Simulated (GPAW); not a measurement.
# Screening of a field by W2NCl2 MXene monolayer, part 2 of 2

Wanted: the out-of-plane polarisability of W2NCl2 MXene monolayer.

GPAW 26.7.0; GPAW, PAW setups; layer in a repeated cell with vacuum, relaxation of atoms and in-plane cell (the session's first sound run).

So far, dipole along the normal (e·Å): step 2 (relaxing the atoms) 8.0e-4; step 3 (plane waves, PBE) -6.5e-4; step 4 (field on) -0.0702; step 5 (In a field) -0.0351.

### 8. In a field (continued)

Level of this step: GPAW, PAW setups; slab in vacuum (GPAW).

The electrostatic potential energy of an electron (without an applied field's), less the Fermi level, planar mean oscillates, so the rows of the table below give means over windows of 2.07 Å about each position, cut where the curve ends. Its maxima inside the range that stand out by 2 % of the span (Å: eV): 8.8: -4.45, 10.8: -6.74, 11.8: -6.83, 13.9: -4.95. Its minima: 8.0: -23.8, 9.9: -28.7, 11.3: -14.5, 12.7: -28.9, 14.6: -24.4.

The electrostatic potential energy of an electron (without an applied field's), less the Fermi level, planar mean by z; means over each step:

| z (Å) | electrostatic potential energy of an electron (without an applied field's), less the Fermi level, planar mean (eV) |
| --- | --- |
| 1.03 | 4.30 |
| 3.10 | 4.34 |
| 5.17 | 4.31 |
| 7.24 | -5.51 |
| 9.31 | -15.6 |
| 11.38 | -10.9 |
| 13.45 | -16.0 |
| 15.52 | -4.72 |
| 17.59 | 3.47 |
| 19.66 | 3.49 |
| 21.73 | 3.51 |

The dipole is now 0.0351 e Å, against -6.5e-4 in the run without a field.

### 9. Field on

run.py reads:

```python
import json
import numpy as np
from ase import Atoms
from gpaw import GPAW, PW
from gpaw.external import ConstantElectricField

slab = Atoms(
    ['Cl', 'W', 'N', 'W', 'Cl'],
    positions=[
        [0.00000, 1.69170, 8.00000],
        [1.46506, 0.84586, 9.87600],
        [0.00000, -0.00000, 11.31508],
        [0.00000, 1.69170, 12.75416],
        [1.46506, 0.84586, 14.63015]],
    cell=[[2.93013, 0.0, 0.0], [-1.46506, 2.53756, 0.0], [0.0, 0.0, 22.6302]],
    pbc=[True, True, False])

slab.calc = GPAW(mode=PW(500), xc='PBE', kpts={'size': (12, 12, 1), 'gamma': True},
                 occupations={'name': 'fermi-dirac', 'width': 0.05}, nbands='160%',
                 convergence={'density': 1e-05}, maxiter=200,
                 poissonsolver={'dipolelayer': 'xy'},
                 external=ConstantElectricField(0.2, [0, 0, 1]),
                 symmetry={'tolerance': 1e-3}, txt='slab.txt')
result = {}
energy = slab.get_potential_energy()
fermi = slab.calc.get_fermi_level()
v = slab.calc.get_electrostatic_potential().mean((0, 1)) - fermi
n = slab.calc.get_pseudo_density().mean((0, 1))
L = slab.cell[2, 2]
z = np.arange(len(v)) * L / len(v)
low, high = slab.positions[:, 2].min(), slab.positions[:, 2].max()
below, above = np.interp([low - 5.8, high + 5.8], z, v)
slopes = [np.interp(x, z, np.gradient(v, z)) for x in (low - 5.8, high + 5.8)]
eps = np.array([[slab.calc.get_eigenvalues(k, s) for k in range(len(slab.calc.get_ibz_k_points()))]
                for s in range(slab.calc.get_number_of_spins())]) - fermi
top, bottom = eps[eps < 0].max(), eps[eps > 0].min()
dipole = slab.get_dipole_moment()[2]
print(f'energy {energy:.4f} eV, Fermi level {fermi:.4f} eV, dipole {dipole:.5f} e A')
print(f'potential 5.8 A off the faces, from the Fermi level: lower {below:.4f} eV, upper {above:.4f} eV')
print(f'slope of the potential there: lower {slopes[0]:.5f}, upper {slopes[1]:.5f} eV/A')
print(f'nearest levels on the mesh: {top:.4f} and {bottom:.4f} eV')
print('magnetic moment', round(slab.get_magnetic_moment(), 3))
result.update(energy=energy, fermi=fermi, dipole=dipole, below=below, above=above, slopes=slopes, edges=[top, bottom],
              z=z.tolist(), v=v.tolist(), n=n.tolist(), positions=slab.positions.tolist(),
              forces=slab.get_forces(apply_constraint=False).tolist(), moments=slab.get_magnetic_moments().tolist())
json.dump(result, open('result.json', 'w'))
```

The run is started by

```bash
> OMP_NUM_THREADS=1 OPENBLAS_NUM_THREADS=1 python run.py
```

What it wrote:

```text
energy -34.5382 eV, Fermi level 2.6982 eV, dipole 0.07021 e A
potential 5.8 A off the faces, from the Fermi level: lower 4.7702 eV, upper 3.0615 eV
slope of the potential there: lower -0.00052, upper 0.00050 eV/A
nearest levels on the mesh: -0.0728 and 0.0065 eV
magnetic moment 0.0
```

Run time: 2.5 min. Hardware: 1 thread of INTEL XEON PLATINUM 8581C at 2.10GHz (Emerald Rapids), shared host; peak memory 0.52 GiB.

The electrostatic potential energy of an electron (without an applied field's), less the Fermi level, planar mean oscillates, so the rows of the table below give means over windows of 2.07 Å about each position, cut where the curve ends. Its maxima inside the range that stand out by 2 % of the span (Å: eV): 0.9: 4.77, 8.8: -4.21, 10.8: -6.69, 11.8: -6.88, 13.9: -5.20. Its minima: 8.0: -23.4, 9.9: -28.5, 11.3: -14.5, 12.7: -29.1, 14.6: -24.7.

Table of electrostatic potential energy of an electron (without an applied field's), less the Fermi level, planar mean by z; means over each step:

| z (Å) | electrostatic potential energy of an electron (without an applied field's), less the Fermi level, planar mean (eV) |
| --- | --- |
| 1.03 | 4.69 |
| 3.10 | 4.77 |
| 5.17 | 4.74 |
| 7.24 | -5.13 |
| 9.31 | -15.4 |
| 11.38 | -10.9 |
| 13.45 | -16.2 |
| 15.52 | -5.11 |
| 17.59 | 3.05 |
| 19.66 | 3.06 |
| 21.73 | 3.11 |

The dipole is now 0.0702 e Å, against -6.5e-4 in the run without a field.

### 10. Field on

run.py, as its differences from that of step 9:

```diff
@@ -21,3 +21,3 @@
                  poissonsolver={'dipolelayer': 'xy'},
-                 external=ConstantElectricField(0.2, [0, 0, 1]),
+                 external=ConstantElectricField(0.3, [0, 0, 1]),
                  symmetry={'tolerance': 1e-3}, txt='slab.txt')
```

What it wrote:

```text
energy -34.5469 eV, Fermi level 2.6961 eV, dipole 0.10534 e A
potential 5.8 A off the faces, from the Fermi level: lower 5.2012 eV, upper 2.6376 eV
slope of the potential there: lower -0.00052, upper 0.00050 eV/A
nearest levels on the mesh: -0.0727 and 0.0063 eV
magnetic moment 0.0
```

The job ended after 2.6 min (1 thread; peak memory 0.52 GiB).

The dipole is now 0.105 e Å, against -6.5e-4 in the run without a field.

### 11. The series

The members are put on one axis.

This step: induced dipole against applied field (GPAW 26.7.0).

Dipole along the normal against field:

| field (V/Å) | dipole along the normal (e·Å) |
| --- | --- |
| -0.200 | -0.0702 |
| -0.100 | -0.0351 |
| -0.050 | -0.0176 |
| 0.000 | -6.5e-4 |
| 0.050 | 0.0176 |
| 0.100 | 0.0351 |
| 0.200 | 0.0702 |
| 0.300 | 0.105 |

### 12. What came out

```yaml
work_function_upper_and_lower_face: 3.922 and 3.904 eV
dipole_along_the_normal: -6.5e-4 e Å
induced_dipole_per_field: 0.351 e Å per V/Å
out_of_plane_polarisability_per_area_alpha_eps_0_a: 8.54 Å
```

The field induces 0.351 e Å per V/Å, a polarisable thickness α/(ε0 A) of 8.54 Å beside 6.63 Å between the outermost nuclei. A perfect conductor would give the distance between its two image planes; a dielectric of thickness t gives t(1 - 1/ε). The induced dipole is linear in the field over this range. The starting lattice was a guess from atomic radii; the relaxation moved it by -4 %. The small printed dipole stands for a step of 16 meV from the lower to the upper face, and the probes find 19 meV; values this small are near the numerical noise of both. The cell holds an odd number of electrons, so without spin polarisation it must come out metallic and without a moment, whatever its true state. The layer's cell and atoms come from the relaxation; spin-orbit coupling and temperature are left out.

[Logs are printed without paths, hosts, clocks, repeated set-up lines and the standing remarks that a program may print on its own settings, such as how far it seeks lower states.]

[Hosts, paths, dates, database ids (printed as entryN), source tags and the programs' standing remarks are cut or masked in the printed files.]
